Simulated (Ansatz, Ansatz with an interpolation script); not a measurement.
## G0W0 band structure of In2O3 (R-3c)

G0W0 gives levels on a mesh alone; what do the bands of In2O3 (R-3c) look like between the points?

Main program and level: Ansatz 0.2.0; LDA, Wannier functions and G0W0, plane waves, PAW.

**What was measured.**

- Gap 3.08 eV: optical gap from linear extrapolation of the absorption edge; UV-visible absorption, Tauc-type extrapolation; powder (hydrothermally grown microspheres, annealed at 400 C) (“Fabrication and performance enhancement of an In2O3/BiVO4 heterojunction for N-butanol gas sensing applications”, 2024, pmc:11650617).

Report form: the programs' logs are mostly left out.

## 1. The starting structure

The structure is trigonal, space group R-3c (No. 167). Conventional cell: a = 5.487 Å, b = 5.487 Å, c = 14.510 Å, α = 90.00°, β = 90.00°, γ = 120.00°. Nearest to In lie 6 O at 2.12 to 2.26 Å. O has 4 In at 2.12 to 2.26 Å nearest. Farther neighbours and most contacts between anions are not listed.

The cell and positions come from the Crystallography Open Database and are kept as given unless a step says otherwise. This is not the form that In2O3 usually takes at ambient conditions.

## 2. LDA bands

Levels along a band path, at the cheap level, show where the edges lie and whether the meshes to come will hold them.

This step: DFT, LDA, plane waves, PAW; PAW set soft_1.

input.yaml

```yaml
crystal:
  lattice:
    - [2.7435, 1.58396046, 4.83666667]
    - [-2.7435, 1.58396046, 4.83666667]
    - [0.0, -3.16792093, 4.83666667]
  atoms:
    - { symbol: In, position: [0.35731, 0.35731, 0.35731] }
    - { symbol: In, position: [0.14269, 0.14269, 0.14269] }
    - { symbol: In, position: [0.64269, 0.64269, 0.64269] }
    - { symbol: In, position: [0.85731, 0.85731, 0.85731] }
    - { symbol: O, position: [0.548, 0.952, 0.25] }
    - { symbol: O, position: [0.25, 0.548, 0.952] }
    - { symbol: O, position: [0.952, 0.25, 0.548] }
    - { symbol: O, position: [0.452, 0.048, 0.75] }
    - { symbol: O, position: [0.75, 0.452, 0.048] }
    - { symbol: O, position: [0.048, 0.75, 0.452] }
kpoints:
  mp_grid: { grid: [4, 4, 4] }
  band_path:
    path:
      - [[0.0, 0.0, 0.0], [0.5, 0.5, 0.5], [0.76183349, 0.23816651, 0.5]]
      - [[0.5, -0.23816651, 0.23816651], [0.5, 0.0, 0.0], [0.0, 0.0, 0.0], [0.36908326, -0.36908326, 0.0]]
      - [[0.63091674, 0.0, 0.36908326], [0.5, 0.0, 0.5], [0.0, 0.0, 0.0]]
    npoints: 10
hamiltonian:
  xc: lda
  pseudopotentials: { kind: paw, azcp: { folder: soft_1 }, xc_functional: pbe }
scf:
  occupations: { method: fermi_dirac, width: 0.02 }
  n_extra_bands: 67
output:
  eigenvalues: true
  fatbands: true
  write_density: true
  write_potential: true
  elf: true
  volumetric_format: npy
```

Started as:

```
$ ansatz run input.yaml --threads 3 --pin off --max-ram 92160MiB --backend cuda --events-out ev --progress --plain --runs-dir out --devices 1 --max-vram 13GiB
```

It took 13 s on 1 × NVIDIA H100 80GB HBM3 (shared by 6 runs) with 3 threads of AMD EPYC 7R13 (Zen 3), shared host; peak memory 1 GiB; 14 s of CPU time.

This step gave:

```yaml
filled_bands: 44
gap: 1.177 eV
valence_top_at: k = (0.300, 0.000, 0.000)
conduction_bottom_at: Γ
least_direct_gap: 1.225 eV
```

The gap is indirect, with the least direct gap 0.05 eV higher.

Valence density in the ac plane of the conventional cell at fractional y = 0.333, with atoms of In and O within 0.2 Å of it. It is the smooth field of the valence electrons, not physical close to the nuclei.

Ten even steps from '_' (0.03 × 1e0 e/Å³) to '@' (9.02 × 1e0 e/Å³), each cell a mean:
```
________________--%%@@++..____
++--____________..::--..__..--
==::________________________::
______________________________
______________________________
______::++++..________________
______..----..__..==++::______
________________--%%@@++..____
__________________::::..______
==..______________________--**
--..______________________::==
________________..--==::______
________________--%%@@++..____
______..++++..__..::--..______
______..----..________________
______________________________
______________________________
++--______________________..--
==::____________..==++::____::
________________--%%@@++..____
__________________::::..______
________--**++..______________
________::==--..______________
________________..--==::______
```
Columns run along a (5.5 Å), rows up along c (14.5 Å), edges of the conventional cell, whose origin can differ from the input's. Atoms in or near the plane, at fractional coordinates: In at (0.67, 0.69), In at (0.67, 0.48), In at (0.67, 0.98), In at (0.67, 0.19), O at (0.96, 0.58), O at (0.00, 0.25), O at (0.04, 0.92), O at (0.37, 0.08), O at (0.33, 0.42), O at (0.30, 0.75).

Electrostatic potential energy in the ac plane of the conventional cell at fractional y = 0.333, with atoms of In and O within 0.2 Å of it. With pseudopotentials it is smooth inside the atoms' cores, unlike the true potential.

Values in eV, 24 rows by 15 columns, each cell a mean:
```
  6  10  14  14  14  13  10  -3 -23 -27 -27 -26 -13   6   8
-26 -18   6  14  14  14  12   5  -9 -19 -21 -15   0   2 -20
-20 -12   8  13  13  14  14  13  10   7   7   9  12   9 -12
 12  11  12  12  13  14  15  15  14  14  14  14  15  15  14
 13  12  12  10   7   8  13  14  14  13  13  13  14  14  14
 14  14  12  -9 -25 -24  -6  11   7   1   0   4  10  13  14
 14  14  13  -2 -18 -18  -2   2 -15 -24 -25 -21  -5   9  13
 14  14  14  14  13  12  10  -2 -22 -27 -27 -26 -12   7  12
  8  13  13  13  14  14  12   7  -5 -16 -18 -11   3   8   5
-23  -1  13  13  13  14  14  13  11   9   8  10   7 -17 -26
-16   4  13  13  13  14  14  12   9   4   3   7   7 -10 -21
 13  13  13  13  14  13  12   4 -12 -22 -23 -18  -2   9  11
 14  14  14  13   7   7   9  -3 -23 -27 -27 -26 -13   6  12
 14  14  13  -8 -24 -24  -7   5  -9 -19 -21 -15   0  10  13
 14  13  12  -3 -19 -17   0  12  11   7   7   9  12  13  14
 13  12  12  12  11  13  14  15  14  14  14  14  14  15  14
  6   9  12  12  13  14  14  14  14  13  13  13  14  14  11
-26 -19   6  13  14  14  13  11   7   1   0   4  10   5 -20
-20 -11  10  14  14  13  11   2 -16 -24 -25 -21  -5   4 -13
 12  13  14  14  14  13  10  -2 -22 -27 -27 -26 -12   7  12
 14  13  13  13  10   5   6   7  -5 -16 -17 -11   3  11  13
 14  13  13   9 -17 -26 -24  -2  10   9   8  10  12  14  14
 14  13  13  11  -9 -21 -18   2   8   5   3   7  11  13  14
 14  13  13  13  13  11  10   4 -12 -22 -23 -18  -2   9  13
```
Columns run along a (5.5 Å; values clipped at the 3rd and 97th percentile), rows up along c (14.5 Å), edges of the conventional cell, whose origin can differ from the input's. Atoms in or near the plane, at fractional coordinates: In at (0.67, 0.69), In at (0.67, 0.48), In at (0.67, 0.98), In at (0.67, 0.19), O at (0.96, 0.58), O at (0.00, 0.25), O at (0.04, 0.92), O at (0.37, 0.08), O at (0.33, 0.42), O at (0.30, 0.75).

## 3. Wannier functions (In:5s In:5p O:2p) on 8×8×8

Localised functions give a small Hamiltonian that interpolates between mesh points at no cost.

This step: maximally localised Wannier functions, LDA, plane waves, PAW; PAW set soft_1.

input.yaml, the sections that differ from step 2:

```yaml
kpoints:
  mp_grid: { grid: [4, 4, 4] }
scf:
  occupations: { method: fixed }
  n_extra_bands: 67
output:
  wannier:
    kmesh: [8, 8, 8]
    projections:
      - { species: In, l: s, shell: 5 }
      - { species: In, l: p, shell: 5 }
      - { species: O, l: p, shell: 2 }
    minimise: true
    write_hr: true
    seedname: w
    conv_tol: 1.0e-06
    max_iter: 20000
    stability_check: false
    disentanglement:
      window: [2.69, 23.26]
      frozen_window: [2.69, 12.81]
      conv_tol: 1.0e-08
# crystal, hamiltonian: as in step 2
```

Wall time 40 s (1 × NVIDIA H100 80GB HBM3 (shared by 6 runs) with 3 threads); peak memory 1.9 GiB; 49 s of CPU time.

Numbers from this step:

```yaml
gauge_invariant_spread: 58.06 Å²
diagonal_spread: 0.03382 Å²
off_diagonal_spread: 7.018 Å²
total_spread: 65.11 Å²
least_projectability: 0.1922
localisation_steps: 249
disentanglement_steps: 153
r_m_s_interpolation_error: 4.57e-4 eV
r_m_s_error_near_the_gap: 3.68e-4 eV
```

Near the gap the model misses directly solved bands by 0.4 meV r.m.s. and by 3 meV at most in the window tested. This tests the starting bands, not the corrections carried with them.

Wannier functions, by row:

```
function   x (Å)   y (Å)  z (Å)  spread (Å²)  nearest atom  distance (Å)
       1  -0.568    0.65   5.09        3.214           In1         0.868
       2  -0.568   -0.65  2.165        3.214           In2         0.868
       3   0.568   -0.65   9.42        3.214           In3         0.868
       4   0.568    0.65  12.35        3.214           In4         0.868
       5       0       0  6.104        2.844           In1         0.919
       6   0.847   0.168  5.091        3.214           In1         0.869
       7  -0.279  -0.818  5.091        3.214           In1         0.869
       8       0       0  1.151        2.844           In2         0.919
       9   0.847  -0.168  2.164        3.214           In2         0.869
      10  -0.279   0.818  2.164        3.214           In2         0.869
      11       0       0  8.406        2.844           In3         0.919
      12  -0.847  -0.168  9.419        3.214           In3         0.869
      13   0.279   0.818  9.419        3.214           In3         0.869
      14       0       0  13.36        2.844           In4         0.919
      15  -0.847   0.168  12.35        3.214           In4         0.869
      16   0.279  -0.818  12.35        3.214           In4         0.869
      17   -1.11   1.584  8.464         0.81            O5         0.001
      18  -1.118   1.584  8.464        0.865            O5          0.01
      19  -1.083   1.584  8.464        0.853            O5         0.026
      20  -0.817  -1.753  8.464         0.81            O6         0.001
      21  -0.844  -1.748  8.457        0.856            O6         0.028
      22  -0.799  -1.742  8.472        0.862            O6         0.022
      23   1.927   0.169  8.464         0.81            O7         0.001
      24     1.9   0.164  8.472        0.856            O7         0.028
      25   1.944   0.158  8.457        0.862            O7         0.022
      26    1.11  -1.584  6.046         0.81            O8         0.001
      27   1.118  -1.584  6.046        0.865            O8          0.01
      28   1.083  -1.584  6.046        0.853            O8         0.026
      29   0.817   1.753  6.046         0.81            O9         0.001
      30   0.844   1.748  6.053        0.856            O9         0.028
      31   0.799   1.742  6.038        0.862            O9         0.022
      32  -1.927  -0.169  6.046         0.81           O10         0.001
      33    -1.9  -0.164  6.038        0.856           O10         0.028
      34  -1.944  -0.158  6.053        0.862           O10         0.022
```

Frozen up to 4.18 eV; above it the model need not follow the bands. The electronic bands at the labelled points (eV, zero at the valence-band top):

```
     point  band 41  band 42  band 43  band 44  band 45  band 46  band 47  band 48
         Γ    -0.28    -0.28    -0.05    -0.05     1.18     5.41     6.07     7.16
   halfway    -0.24    -0.24    -0.08    -0.08     2.57     5.26     6.30     7.22
         T    -0.20    -0.20    -0.20    -0.20     4.33     4.33     7.04     7.04
   halfway    -0.56    -0.56    -0.22    -0.22     4.84     4.84     6.66     6.66
        H2    -0.35    -0.35    -0.16    -0.16     5.48     5.48     5.80     5.80
jump to H0    -0.35    -0.35    -0.16    -0.16     5.48     5.48     5.80     5.80
   halfway    -0.38    -0.38    -0.11    -0.11     5.00     5.00     5.81     5.81
         L    -0.78    -0.78    -0.07    -0.07     4.87     4.87     5.74     5.74
   halfway    -0.42    -0.41    -0.18    -0.01     2.77     5.82     5.93     6.57
         Γ    -0.28    -0.28    -0.05    -0.05     1.18     5.41     6.07     7.16
   halfway    -0.50    -0.15    -0.14     0.00     3.22     5.63     6.02     6.41
        S0    -0.46    -0.27    -0.22    -0.07     5.19     5.40     5.64     6.09
jump to S2    -0.46    -0.27    -0.22    -0.07     5.19     5.40     5.64     6.09
   halfway    -0.54    -0.31    -0.14    -0.05     5.13     5.40     6.21     6.30
         F    -0.56    -0.35    -0.09    -0.04     5.11     5.39     6.41     6.48
   halfway    -0.46    -0.31    -0.26    -0.07     3.08     5.89     5.97     6.78
         Γ    -0.28    -0.28    -0.05    -0.05     1.18     5.41     6.07     7.16
```

The same for Kohn-Sham, solved directly:

```
point  band 41  band 42  band 43  band 44  band 45  band 46  band 47  band 48
    Γ    -0.28    -0.28    -0.05    -0.05     1.18     5.41     6.07     7.16
    T    -0.20    -0.20    -0.20    -0.20     4.31     4.31     7.01     7.01
   H2    -0.35    -0.35    -0.16    -0.16     5.46     5.46     5.78     5.78
   H0    -0.35    -0.35    -0.16    -0.16     5.46     5.46     5.78     5.78
    L    -0.78    -0.78    -0.07    -0.07     4.86     4.86     5.72     5.72
    Γ    -0.28    -0.28    -0.05    -0.05     1.18     5.41     6.07     7.16
   S0    -0.46    -0.27    -0.22    -0.07     5.18     5.40     5.62     6.07
   S2    -0.46    -0.27    -0.22    -0.07     5.18     5.40     5.62     6.07
    F    -0.56    -0.35    -0.09    -0.04     5.09     5.39     6.33     6.43
    Γ    -0.28    -0.28    -0.05    -0.05     1.18     5.41     6.07     7.16
```

## 4. G0W0 at every point of the mesh: 4×4×4 mesh, 424 empty bands, screening to 130 eV, PAW set soft_1 files

G0W0 replaces the xc potential by the self-energy, built once from these orbitals. Only a window of levels is corrected, while the sums run over the empty bands that the input names.

This step: G0W0 on LDA, plane waves, PAW; PAW set soft_1.

input.yaml, the sections that differ from step 3:

```yaml
scf:
  occupations: { method: fixed }
gw:
  n_empty_bands: 424
  ecut_chi: 130.0
  qp_bands: [v18, c1]
  screening: { model: contour_deformation }
# crystal, kpoints, hamiltonian: as in step 3
# output: removed
```

Run time: 66 s. Hardware: 1 × NVIDIA H100 80GB HBM3 (shared by 6 runs) with 3 threads; peak memory 1.6 GiB; 97 s of CPU time.

Numbers from this step:

| Item | Value |
| --- | --- |
| bands summed | 468 |
| RPA ε∞ on this mesh (eigenvalues) | 5.205, 5.354, 5.354 |
| plane waves in the screening matrix | 429 |
| q-points in the mesh | 64 |
| G0W0 gap on the mesh | 2.392 eV |
| k of the valence top | 0, 0, 0.25 |
| k of the conduction bottom | 0, 0, 0 |
| starting gap on the mesh | 1.186 eV |
| Z at the valence top | 0.7347 |
| Z at the conduction bottom | 0.8130 |
| least direct G0W0 gap on the computed points | 2.422 eV |

The gap on the mesh goes from 1.19 eV to 2.39 eV, a correction of +1.21 eV. Between the two edge states, bare exchange in place of the xc potential would open the gap by 9.18 eV, and correlation takes back 7.97 eV.

## 5. Interpolating the corrections

A script adds the corrections, carried to the Wannier functions and back, to the LDA levels, along the path and on a 13×13×13 mesh.

- G0W0 gap over the zone: 2.378 eV
- conduction bottom at: Γ
- starting gap over the zone: 1.175 eV
- least direct G0W0 gap: 2.422 eV
- G0W0 gap on the mesh: 2.392 eV
- valence width, start: 5.796 eV
- valence width, G0W0: 5.859 eV
- gap by a rigid shift: 2.381 eV

Levels solved directly plus the interpolated quasiparticle correction. Limits: finite bands, cutoff and mesh; no spin-orbit coupling. The quasiparticle bands at the labelled points (eV, zero at the valence-band top of each set):

```csv
point,band 41,band 42,band 43,band 44,band 45
Γ,-0.28,-0.28,-0.04,-0.04,2.38
halfway,-0.25,-0.25,-0.08,-0.08,3.85
T,-0.20,-0.20,-0.20,-0.20,5.80
halfway,-0.60,-0.60,-0.23,-0.23,6.38
H2,-0.38,-0.38,-0.17,-0.17,7.06
jump to H0,-0.38,-0.38,-0.17,-0.17,7.06
halfway,-0.40,-0.40,-0.11,-0.11,6.56
L,-0.79,-0.79,-0.07,-0.07,6.41
halfway,-0.44,-0.41,-0.19,-0.01,4.08
Γ,-0.28,-0.28,-0.04,-0.04,2.38
halfway,-0.47,-0.15,-0.12,0.00,4.59
S0,-0.49,-0.30,-0.23,-0.07,6.76
jump to S2,-0.49,-0.30,-0.23,-0.07,6.76
halfway,-0.61,-0.33,-0.13,-0.04,6.68
F,-0.64,-0.36,-0.07,-0.04,6.66
halfway,-0.46,-0.32,-0.28,-0.05,4.43
Γ,-0.28,-0.28,-0.04,-0.04,2.38
```

The same for LDA:

```
point  band 41  band 42  band 43  band 44  band 45
    Γ    -0.28    -0.28    -0.05    -0.05     1.18
    T    -0.20    -0.20    -0.20    -0.20     4.31
   H2    -0.35    -0.35    -0.16    -0.16     5.46
   H0    -0.35    -0.35    -0.16    -0.16     5.46
    L    -0.78    -0.78    -0.07    -0.07     4.86
    Γ    -0.28    -0.28    -0.05    -0.05     1.18
   S0    -0.46    -0.27    -0.22    -0.07     5.18
   S2    -0.46    -0.27    -0.22    -0.07     5.18
    F    -0.56    -0.35    -0.09    -0.04     5.09
    Γ    -0.28    -0.28    -0.05    -0.05     1.18
```

Minima of the lowest conduction band, from levels solved directly at the displaced points, plus the interpolated correction; masses are left empty at degenerate points, on flat bands and where the interpolated correction rules the curvature; G0W0 masses are rough. Conduction valleys, by row:

```csv
point,k (reciprocal lattice),valleys in the zone,G0W0 level above the valence top (eV),LDA level above the valence top (eV),G0W0 principal masses (m_e),LDA principal masses (m_e)
Γ,0.000 0.000 0.000,1,2.378,1.175,0.170 0.171 0.172,0.156 0.159 0.159
```

Second differences of levels solved directly at the displaced points, plus the interpolated correction, at the quasiparticle band edges; no spin-orbit coupling; left empty where the band is flat or the interpolated correction rules the curvature. Effective masses, by row:

| carrier | point | Cartesian direction | band | LDA mass (m_e) | G0W0 mass (m_e) |
| --- | --- | --- | --- | --- | --- |
| hole | 0.318 0.030 0.037 | 100 | 44 | 4.619 | 4.035 |
| hole | 0.318 0.030 0.037 | 010 | 44 | 5.969 | 6.499 |
| hole | 0.318 0.030 0.037 | 001 | 44 | 1.467 | 1.268 |
| hole | 0.318 0.030 0.037 | 110 | 44 | 3.38 | 2.907 |
| hole | 0.318 0.030 0.037 | 111 | 44 | 2.25 | 1.956 |
| electron | Γ | 100 | 45 | 0.158 | 0.171 |
| electron | Γ | 010 | 45 | 0.158 | 0.171 |
| electron | Γ | 001 | 45 | 0.154 | 0.169 |
| electron | Γ | 110 | 45 | 0.158 | 0.171 |
| electron | Γ | 111 | 45 | 0.157 | 0.17 |

(Part 1 of 2 ends here.)

[Paths, hosts, dates, memory and timing lines, banners, echoed tables and standing remarks are left out of the program output.]

[Logs are printed without paths, hosts, clocks, repeated set-up lines and the standing remarks that a program may print on its own settings, such as how far it seeks lower states.]

[Runs of the session that timed out or met a known fault of the program may be left out.]

[Hosts, paths, dates, database ids (printed as entryN), source tags and the programs' standing remarks are cut or masked in the printed files.]
